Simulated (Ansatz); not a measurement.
# Stack of 1T-SnS2 under Al2SSe , unshifted in a perpendicular field, part 2 of 3

Wanted: the out-of-plane response of the stack of 1T-SnS2 under Al2SSe , unshifted. A positive field points along +c.

Ansatz 0.2.0; plane-wave DFT, PBE-D3(BJ), Ansatz PAW.

So far. Step 2 (Relaxing the slab): The lattice constant a goes from 3.695 to 3.648 Å.

## Step 3: Single point, field 0

A sawtooth potential applies the field, turning back in the middle of the vacuum. With the dipole correction the typed value is the field outside the slab. The induced dipole is small, so the SCF threshold is tight.

The cell differs from the one that the last finished run ended in (c 49.616 → 29.478 Å).

Input file input.yaml:

```yaml
crystal:
  lattice:
    - [3.6480057256, 0.0, 0.0]
    - [-1.8240028628, 3.1592656316, 0.0]
    - [0.0, 0.0, 29.4775822458]
  atoms:
    - { symbol: S, position: [0.6666666667, 0.3333333333, 0.3053167633] }
    - { symbol: Sn, position: [0.0, 0.0, 0.3558523078] }
    - { symbol: S, position: [0.3333333333, 0.6666666667, 0.4063897718] }
    - { symbol: Se, position: [0.3333333333, 0.6666666667, 0.5315649655] }
    - { symbol: Al, position: [0.0, 0.0, 0.5727289075] }
    - { symbol: Al, position: [0.0, 0.0, 0.659877032] }
    - { symbol: S, position: [0.3333333333, 0.6666666667, 0.6946832367] }
kpoints:
  mp_grid: { grid: [18, 18, 1] }
  band_path:
    path: [[0, 0, 0], [0.5, 0, 0], [0.33333333, 0.33333333, 0], [0, 0, 0]]
    npoints: 16
hamiltonian:
  xc: pbe
  dispersion: d3bj
scf:
  occupations: { method: fermi_dirac, width: 0.05 }
  convergence: { dr2_threshold: 1.0e-10 }
efield:
  axis: 3
  dipole_correction: true
  ramp_position: 0.97
  ramp_width: 0.06
  amplitude: 0
output:
  dos: { projected: true, e_range: [-6, 5] }
  bader: true
  write_potential: true
  write_density: true
  volumetric_format: npy
  elf: true
```

The run is started by

```
$ ansatz run input.yaml --threads 4 --pin off --max-ram 6144MiB --backend cpu --events-out ev --progress --plain --runs-dir out
```

What it wrote:

```text
[...]
Crystal: 7 atoms, lattice volume = 339.730 Å³
Basis set: ecut = 420 eV, 6519 PW (Γ)
Bands: 34, of which v1, the nominal top of the filled ones, is band 27 counted from 1 (26 counted from 0)
Symmetry: 6 space group operations
[...]
k-points: 37 of 324 (time reversal used)
[...]
SCF iter   1: F=—  HF=-15280.476110 eV  |F-HF|=—  |Δ(HF+E_count)|=         —  Δρ=1.47e-3  dr2=6.11e-2  ethr=1.77e-3  p=0.045 e·Å  D=2.41e-2 V/Å  ΔV_dip=-0.71 eV  dr2_dipole=1.20e-2  V_vac-E_F(+/−)=5.07/5.78 eV  ⟨swp⟩=11.4  Hψ=7428  notcnv=0  defer=2
efield: sawtooth ramp at fractional position 0.9700 (set: `efield.ramp_position`, or a place that a band, a saddle search or an elastic batch's reference lends), width 0.0600; the density the first Hamiltonian is built on has a dipole p = 0.045 e·Å; the dipole correction subtracts the counter field D = 2.41e-2 V/Å, which shifts the + side's vacuum level by -0.71 eV against the − side's; the planar-averaged density in the ramp window peaks in size at 9.5e-6 e/Å³
[...]
SCF iter   2: F=—  HF=-15280.458887 eV  |F-HF|=—  |Δ(HF+E_count)|=   1.72e-2  Δρ=1.02e-3  dr2=1.37e-2  ethr=1.13e-4  p=0.005 e·Å  D=2.82e-3 V/Å  ΔV_dip=-0.08 eV  dr2_dipole=4.71e-4  V_vac-E_F(+/−)=5.48/5.56 eV  ⟨swp⟩=3.0  Hψ=2040  notcnv=0  defer=71
[...]
SCF iter  12: F=-15280.454862 eV  HF=-15280.454862 eV  |F-HF|=5.46e-12  |Δ(HF+E_count)|=  1.40e-10  Δρ=5.97e-8  dr2=1.95e-11  ethr=1.00e-12  p=-0.002 e·Å  D=-1.28e-3 V/Å  ΔV_dip=0.04 eV  dr2_dipole=2.94e-12  V_vac-E_F(+/−)=5.56/5.52 eV  ⟨swp⟩=12.7  Hψ=3864  notcnv=0
SCF 1 converged in 12 iterations: F = -15280.454862 eV  dr2 = 1.95e-11
[...]
NSCF: frozen V_eff on 49 k-points
efield: sawtooth ramp at fractional position 0.9700 (kept from the solve that this one continues, or follows in the run), width 0.0600; the density the first Hamiltonian is built on has a dipole p = -0.002 e·Å; the dipole correction subtracts the counter field D = -1.28e-3 V/Å, which shifts the + side's vacuum level by +0.04 eV against the − side's; the planar-averaged density in the ramp window peaks in size at 4.8e-6 e/Å³
[...]
SCF converged after 12 iterations
Free energy (F): -15280.454862 eV
[...]
Internal energy: -15280.454823 eV  (E = F + TS)
E sigma→0 (E₀):  -15280.454842 eV
Entropy (-TS):   -0.000039 eV (-0.006 meV/atom)
Fermi energy:    0.020237 eV
Dipole field:    D = -0.001287 V/Å  (p = -0.002416 e·Å, saw-weighted, corrected)
Work function:   Φ+ = 5.5618 eV   Φ− = 5.5239 eV
Levels:          The Fermi level and band energies are counted from a zero that moves with the ramp; work functions are not
[...]
--- Band table (eV; the first three rows and the last of 37) ---
  k-point 0: bands = [... 23 lower, -1.2807, -0.7508, -0.7508, -0.6350, 1.3192, 2.6884, 2.7479, 3.6572, ... 3 higher]
  k-point 1: bands = [... 23 lower, -1.2414, -1.0156, -0.8013, -0.5785, 1.4681, 2.8893, 2.9270, 3.8646, ... 3 higher]
  k-point 2: bands = [... 23 lower, -1.5852, -1.2022, -0.9392, -0.5095, 1.7310, 3.2669, 3.3377, 4.0395, ... 3 higher]
  k-point 36: bands = [... 23 lower, -2.2144, -1.8980, -1.6634, -1.2921, 1.4286, 1.6241, 3.8798, 4.0962, ... 3 higher]
--- Bader charges: 7 sites ---
  site symbol  charge [e]  shift [e] shared [e]
     0      S     -0.7811     0.0006    -0.7811
     1     Sn      1.5603     0.0013     1.5603
     2      S     -0.7832     0.0006    -0.7832
     3     Se     -1.4325     0.0003    -1.4325
     4     Al      1.7285     0.0108     1.5567
     5     Al      1.5086     0.0029     1.4047
     6      S     -1.5219     0.0000    -1.5250
  maxima off the nuclei: 1, with 0.2788 electrons
  on the straight line to a nucleus their density falls by 5.0e-4 of itself; PAW files or a low cutoff
  can make one that falls by little (a run on other files and one at a higher cutoff tell): if they did, read the shared
  charge, to which what the maxima have on the atom's side is counted
  estimated error of the sums over rays = 4.9e-4 e
```

Wall time 44 s (4 threads of Arm Neoverse V1, shared host); peak memory 0.91 GiB.

This step gave:

```yaml
dipole_along_the_normal: -0.002416 e·Å
gap_along_the_path: 0.7882 eV
smallest_direct_gap_along_the_path: 1.531 eV
step_between_the_vacuum_levels: 0.03792 eV
ionisation_energy_upper_face: 6.013 eV
electron_affinity_upper_face: 5.225 eV
ionisation_energy_lower_face: 5.975 eV
gap_the_smaller_of_path_and_mesh: 0.7882 eV
```

Running mean over a fixed 2.5 Å (it still follows the layers) of the planar mean; the ramp of the sawtooth is left out. The electron's electrostatic potential energy less the Fermi level by z:

z (Å), electron's electrostatic potential energy less the Fermi level (eV) and a bar from the least value:
```
      3.5       5.52 ##############################
      4.0       5.52 ##############################
      4.5       5.52 ##############################
      5.0       5.52 ##############################
      5.5       5.52 ##############################
      6.0       5.50 ##############################
      6.5       5.42 ##############################
      7.0       5.02 ############################
      7.5       3.58 ########################
      8.0       1.39 ##################
      8.5      -0.86 ###########
      9.0      -2.78 ######
      9.5      -3.97 ##
     10.0      -4.57 
     10.5      -4.66 
     11.0      -4.56 
     11.5      -3.95 ##
     12.0      -2.74 ######
     12.5      -0.83 ###########
     13.0       1.35 ##################
     13.5       3.18 #######################
     14.0       3.46 ########################
     14.5       2.11 ####################
     15.0       0.08 ##############
     15.5      -1.98 ########
     16.0      -3.41 ####
     16.5      -3.61 ###
     17.0      -2.56 ######
     17.5      -1.27 ##########
     18.0      -0.68 ############
     18.5      -0.90 ###########
     19.0      -2.20 #######
     19.5      -3.93 ##
     20.0      -4.54 
     20.5      -3.36 ####
     21.0      -1.45 #########
     21.5       1.17 #################
     22.0       3.58 ########################
     22.5       5.06 #############################
     23.0       5.46 ##############################
     23.5       5.54 ##############################
     24.0       5.56 ##############################
     24.5       5.56 ##############################
     25.0       5.56 ##############################
     25.5       5.56 ##############################
     26.0       5.56 ##############################
```

The density of states has structure finer than the step of the table below, so its rows give means over 0.25 eV. Peaks (eV: height): -5.480: 9.38, -3.630: 9.37, -2.610: 8.00, -1.730: 8.47, -1.640: 8.42, -1.560: 11.6, -0.460: 9.56.

The density of states by energy, zero at the Fermi level of the run, which the smearing sets inside the gap; means over each step:

```
energy (eV)  density of states (states/eV a cell)
      -5.75                                  2.51
      -5.50                                  5.29
      -5.25                                  3.08
      -5.00                                  2.51
      -4.75                                  1.83
      -4.50                                  2.16
      -4.25                                  2.44
      -4.00                                  3.03
      -3.75                                  6.00
      -3.50                                  6.25
      -3.25                                  5.36
      -3.00                                  5.52
      -2.75                                  4.83
      -2.50                                  5.54
      -2.25                                  5.83
      -2.00                                  6.05
      -1.75                                  5.93
      -1.50                                  6.13
      -1.25                                  3.88
      -1.00                                  2.00
      -0.75                                  1.56
      -0.50                                  3.26
      -0.25                                     0
       0.00                                     0
       0.25                                0.0341
       0.50                                 0.690
       0.75                                 0.812
       1.00                                  1.01
       1.25                                  1.69
       1.50                                  2.21
       1.75                                  3.53
       2.00                                  1.63
```

Projected DOS per atom over height of the atomic layer and energy from the Fermi level. Layers: S Sn S Se Al Al S from below.

Ten even steps from '_' (0.00 states/eV) to '@' (2.67 states/eV), each cell a mean:
```
________....__
..........::..
::--::________
......________
__..__________
______________
______________
______::....::
______::....__
::__::--::..__
@@__@@--..____
**__**==..__..
--__--**..__**
::__..==....##
--..--::....**
--::====::::++
::..::::....--
......______..
......______..
::::::..______
......==--::::
______......::
```
Columns: height of the atomic layer (Å) from 9 to 20.5 (not evenly spaced); rows upwards: energy from the Fermi level (eV) from -5.96 to 2.32.

Electronic bands along the path, in eV, zero at the Fermi level of the run, which the smearing sets inside the gap:

```
  point  band 24  band 25  band 26  band 27  band 28  band 29  band 30  band 31
      Γ    -1.30    -0.77    -0.77    -0.66     1.30     2.67     2.73     3.64
halfway    -1.86    -1.48    -1.29    -0.49     1.39     2.64     3.56     3.82
      M    -2.02    -1.72    -1.49    -1.37     0.34     1.55     2.88     3.48
halfway    -2.26    -1.94    -1.65    -1.30     1.09     1.87     3.66     4.11
      K    -2.23    -1.92    -1.68    -1.31     1.41     1.60     3.86     4.08
halfway    -2.17    -2.04    -1.59    -0.50     1.69     3.00     4.15     4.38
      Γ    -1.30    -0.77    -0.77    -0.66     1.30     2.67     2.73     3.64
```

Valence density in the ca plane at fractional y = 0.667, with atoms of S and Se within 0.2 Å of it. It is the smooth field of the valence electrons, not physical close to the nuclei.

Ten steps, logarithmic in the rise over the least value, from '0' (0 e/Å³) to '9' (32 e/Å³), each cell a mean:
```
00000000000000000001111111100000000000000000
00000000000000000001111111100000000000000000
00000000000000000001111111110000000000011000
00000000000000000000111111111110000001211100
00000000000000000000000001222221000013432100
00000000000000000000000001232321000126873100
00000000000000000000000001221231000137984200
00000000000000000000000001232321000125763100
00000000000000000000000001222210000012332100
00000000000000000000111111111100000001111100
```
Columns run along c (16.0 Å, from fractional 0.06 to 0.60 of the cell), rows up along a (3.6 Å). Atoms in or near the plane, at fractional coordinates: S at (0.41, 0.33), Se at (0.53, 0.33).

ELF in the ca plane at fractional y = 0.667, with atoms of S and Se within 0.2 Å of it. It is the smooth field of the valence electrons, not physical close to the nuclei.

Ten even steps from '0' (0.00) to '9' (0.93), each cell a mean:
```
00002467887422223221000012344543467643444321
00012578887432221100000000112333478742222100
00002467777422234432100013455553466533455432
00000234554322367887510257778874333324788876
00000011221112688899720388878875211125888899
00000000000013785379830489745775200026873599
00000000000003772069940599513664200026850299
00000000000013686489830489746775200026875699
00000012222112588899720378888875211125898898
00001245665322357776400156778864334334788776
```
Columns run along c (16.0 Å, from fractional 0.20 to 0.74 of the cell), rows up along a (3.6 Å). Atoms in or near the plane, at fractional coordinates: S at (0.41, 0.33), Se at (0.53, 0.33), S at (0.69, 0.33).

Electrostatic potential energy in the ca plane at fractional y = 0.667, with atoms of S and Se within 0.2 Å of it. With pseudopotentials it is smooth inside the atoms' cores, unlike the true potential.

Ten even steps from '0' (-33 eV) to '9' (6 eV), each cell a mean:
```
99999999888766688999999999998877889887788999
99999998877755678999999999998777889877778999
99999999888766788999999999988877889887788999
99999999988877887789999998767788899988877789
99999999999888863237999996444589999998742258
99999999999998730004899984465379999998600017
99999999999998710103899974576369999998501006
99999999999998730005899984454479999998610027
99999999999888874358999997434688999998853368
99999999988877788889999999877888899988888899
```
Columns run along c (16.0 Å, from fractional 0.20 to 0.74 of the cell; values clipped at the 3rd and 97th percentile), rows up along a (3.6 Å). Atoms in or near the plane, at fractional coordinates: S at (0.41, 0.33), Se at (0.53, 0.33), S at (0.69, 0.33).

The gap is 0.79 eV, with the valence edge 6.01 eV and the conduction edge 5.23 eV under the upper vacuum level.

## Step 4: Single point, field 0.1 V/Å

Edit input.yaml of step 3 so:

```diff
@@ -29,6 +29,4 @@
   ramp_width: 0.06
-  amplitude: 0
+  amplitude: 0.1
 output:
-  dos: { projected: true, e_range: [-6, 5] }
-  bader: true
   write_potential: true
@@ -36,2 +34 @@
   volumetric_format: npy
-  elf: true
```

What it wrote:

```text
[...]
Crystal: 7 atoms, lattice volume = 339.730 Å³
Basis set: ecut = 420 eV, 6519 PW (Γ)
Bands: 34, of which v1, the nominal top of the filled ones, is band 27 counted from 1 (26 counted from 0)
Symmetry: 6 space group operations
[...]
k-points: 37 of 324 (time reversal used)
[...]
k-point 0: bands = [... 23 lower, -1.3714, -0.7008, -0.7008, -0.5681, 1.2312, 2.6011, 2.8328, 3.7161, ... 3 higher]
  k-point 1: bands = [... 23 lower, -1.3319, -0.9672, -0.7514, -0.5109, 1.3793, 2.8032, 3.0115, 3.9208, ... 3 higher]
  k-point 2: bands = [... 23 lower, -1.5458, -1.2921, -0.8897, -0.4409, 1.6411, 3.1998, 3.4032, 4.0400, ... 3 higher]
  k-point 36: bands = [... 23 lower, -2.2078, -1.9949, -1.6805, -1.2198, 1.3381, 1.6960, 3.9432, 4.1662, ... 3 higher]
[key lines of the parts left out:]
SCF converged after 13 iterations
Free energy (F): -15280.458296 eV
Fermi energy:    0.009403 eV
Dipole field:    D = 0.037929 V/Å  (p = 0.071210 e·Å, saw-weighted, corrected)
```

It took 24 s on 4 threads; peak memory 0.9 GiB; 93 s of CPU time.

The dipole is 0.0712 e·Å, 0.0736 e·Å from its value without field, and the gap 0.630 eV.

## Step 5: Atoms held, field -0.1 V/Å

Edit input.yaml of step 4 so:

```diff
@@ -29,3 +29,3 @@
   ramp_width: 0.06
-  amplitude: 0.1
+  amplitude: -0.1
 output:
```

What it wrote:

```text
[...]
Crystal: 7 atoms, lattice volume = 339.730 Å³
Basis set: ecut = 420 eV, 6519 PW (Γ)
Bands: 34, of which v1, the nominal top of the filled ones, is band 27 counted from 1 (26 counted from 0)
Symmetry: 6 space group operations
[...]
k-points: 37 of 324 (time reversal used)
[...]
k-point 0: bands = [... 23 lower, -1.1874, -0.8035, -0.8035, -0.7038, 1.4091, 2.6499, 2.7872, 3.5959, ... 3 higher]
  k-point 1: bands = [... 23 lower, -1.1485, -1.0659, -0.8538, -0.6482, 1.5588, 2.8276, 2.9885, 3.8041, ... 3 higher]
  k-point 2: bands = [... 23 lower, -1.6149, -1.1115, -0.9896, -0.5800, 1.8229, 3.2069, 3.3963, 3.9839, ... 3 higher]
  k-point 36: bands = [... 23 lower, -2.2334, -1.7987, -1.6281, -1.3678, 1.5214, 1.5487, 3.8109, 4.0225, ... 3 higher]
[key lines of the parts left out:]
SCF converged after 13 iterations
Free energy (F): -15280.458766 eV
Fermi energy:    0.031408 eV
Dipole field:    D = -0.040291 V/Å  (p = -0.075644 e·Å, saw-weighted, corrected)
```

Run time: 24 s. Hardware: 4 threads; peak memory 0.89 GiB; 93 s of CPU time.

The dipole is -0.0756 e·Å, -0.0732 e·Å from its value without field, and the gap 0.951 eV.

## Step 6: Atoms held, field 0.2 V/Å

Edit input.yaml of step 5 so:

```diff
@@ -29,3 +29,3 @@
   ramp_width: 0.06
-  amplitude: -0.1
+  amplitude: 0.2
 output:
```

What it wrote:

```text
[...]
Crystal: 7 atoms, lattice volume = 339.730 Å³
Basis set: ecut = 420 eV, 6519 PW (Γ)
Bands: 34, of which v1, the nominal top of the filled ones, is band 27 counted from 1 (26 counted from 0)
Symmetry: 6 space group operations
[...]
k-points: 37 of 324 (time reversal used)
[...]
k-point 0: bands = [... 23 lower, -1.4543, -0.6571, -0.6571, -0.5073, 1.1496, 2.5185, 2.9123, 3.7689, ... 3 higher]
  k-point 1: bands = [... 23 lower, -1.4148, -0.9245, -0.7077, -0.4493, 1.2970, 2.7205, 3.0916, 3.9617, ... 3 higher]
  k-point 2: bands = [... 23 lower, -1.5083, -1.3749, -0.8461, -0.3784, 1.5581, 3.1189, 3.4797, 3.9662, ... 3 higher]
  k-point 36: bands = [... 23 lower, -2.2093, -2.0842, -1.6803, -1.1551, 1.2547, 1.7603, 3.9969, 4.2287, ... 3 higher]
[key lines of the parts left out:]
SCF converged after 13 iterations
Free energy (F): -15280.469137 eV
Fermi energy:    -0.000633 eV
Dipole field:    D = 0.077697 V/Å  (p = 0.145873 e·Å, saw-weighted, corrected)
```

It took 25 s on 4 threads; peak memory 0.9 GiB; 96 s of CPU time.

The dipole is 0.146 e·Å, 0.148 e·Å from its value without field, and the gap 0.484 eV.

## Step 7: Single point, field -0.2 V/Å

Edit input.yaml of step 6 so:

```diff
@@ -29,3 +29,3 @@
   ramp_width: 0.06
-  amplitude: 0.2
+  amplitude: -0.2
 output:
```

What it wrote:

```text
[...]
Crystal: 7 atoms, lattice volume = 339.730 Å³
Basis set: ecut = 420 eV, 6519 PW (Γ)
Bands: 34, of which v1, the nominal top of the filled ones, is band 27 counted from 1 (26 counted from 0)
Symmetry: 6 space group operations
[...]
k-points: 37 of 324 (time reversal used)
[...]
k-point 0: bands = [... 23 lower, -1.0934, -0.8575, -0.8575, -0.7725, 1.4987, 2.5568, 2.8797, 3.5331, ... 3 higher]
  k-point 1: bands = [... 23 lower, -1.1150, -1.0557, -0.9069, -0.7180, 1.6493, 2.7327, 3.0815, 3.7412, ... 3 higher]
  k-point 2: bands = [... 23 lower, -1.5904, -1.0611, -1.0007, -0.6507, 1.9150, 3.1126, 3.4858, 3.9150, ... 3 higher]
  k-point 36: bands = [... 23 lower, -2.2639, -1.6987, -1.5781, -1.4453, 1.4713, 1.6148, 3.7386, 3.9465, ... 3 higher]
[key lines of the parts left out:]
SCF converged after 13 iterations
Free energy (F): -15280.469985 eV
Fermi energy:    0.042982 eV
Dipole field:    D = -0.079214 V/Å  (p = -0.148721 e·Å, saw-weighted, corrected)
```

It took 24 s on 4 threads; peak memory 0.89 GiB; 93 s of CPU time.

The dipole is -0.149 e·Å, -0.146 e·Å from its value without field, and the gap 1.114 eV.

## Step 8: Atoms held, field 0.35 V/Å

Edit input.yaml of step 7 so:

```diff
@@ -29,4 +29,6 @@
   ramp_width: 0.06
-  amplitude: -0.2
+  amplitude: 0.35
 output:
+  dos: { projected: true, e_range: [-6, 5] }
+  bader: true
   write_potential: true
@@ -34 +36,2 @@
   volumetric_format: npy
+  elf: true
```

What it wrote:

```text
[...]
Crystal: 7 atoms, lattice volume = 339.730 Å³
Basis set: ecut = 420 eV, 6519 PW (Γ)
Bands: 34, of which v1, the nominal top of the filled ones, is band 27 counted from 1 (26 counted from 0)
Symmetry: 6 space group operations
[...]
k-points: 37 of 324 (time reversal used)
[...]
1     Sn      1.5587     0.0013     1.5587
     2      S     -0.7714     0.0007    -0.7714
     3     Se     -1.4392     0.0003    -1.4393
     4     Al      1.4060     0.0000     1.3050
     5     Al      1.8349     0.0094     1.6595
     6      S     -1.5085     0.0000    -1.5122
  maxima off the nuclei: 1, with 0.2801 electrons
[...]
charge, to which what the maxima have on the atom's side is counted
  estimated error of the sums over rays = 4.3e-4 e
[key lines of the parts left out:]
SCF converged after 16 iterations
Free energy (F): -15280.499658 eV
Fermi energy:    -0.012195 eV
Dipole field:    D = 0.139568 V/Å  (p = 0.262033 e·Å, saw-weighted, corrected)
```

Elapsed: 45 s, on 4 threads; peak memory 0.89 GiB.

The dipole is 0.262 e·Å, 0.264 e·Å from its value without field, and the gap 0.321 eV.

[end of part 2 of 3]

[Long decimals in the printed logs are rounded to 6 places.]

[Logs are printed without paths, hosts, clocks, repeated set-up lines and the standing remarks that a program may print on its own settings, such as how far it seeks lower states.]

[Hosts, paths, dates, database ids (printed as entryN), source tags and the programs' standing remarks are cut or masked in the printed files.]

[Maps of the electrostatic potential energy from Ansatz leave out the sawtooth potential of an applied field or a dipole correction, so their vacuum need not be flat; planar profiles and work functions include it.]

[The density of states shown here was stored with 400 of the rows of the run's finer table, so its peaks can read low, often by over a quarter, or be missed, and its means over a window can be off by a tenth or more.]
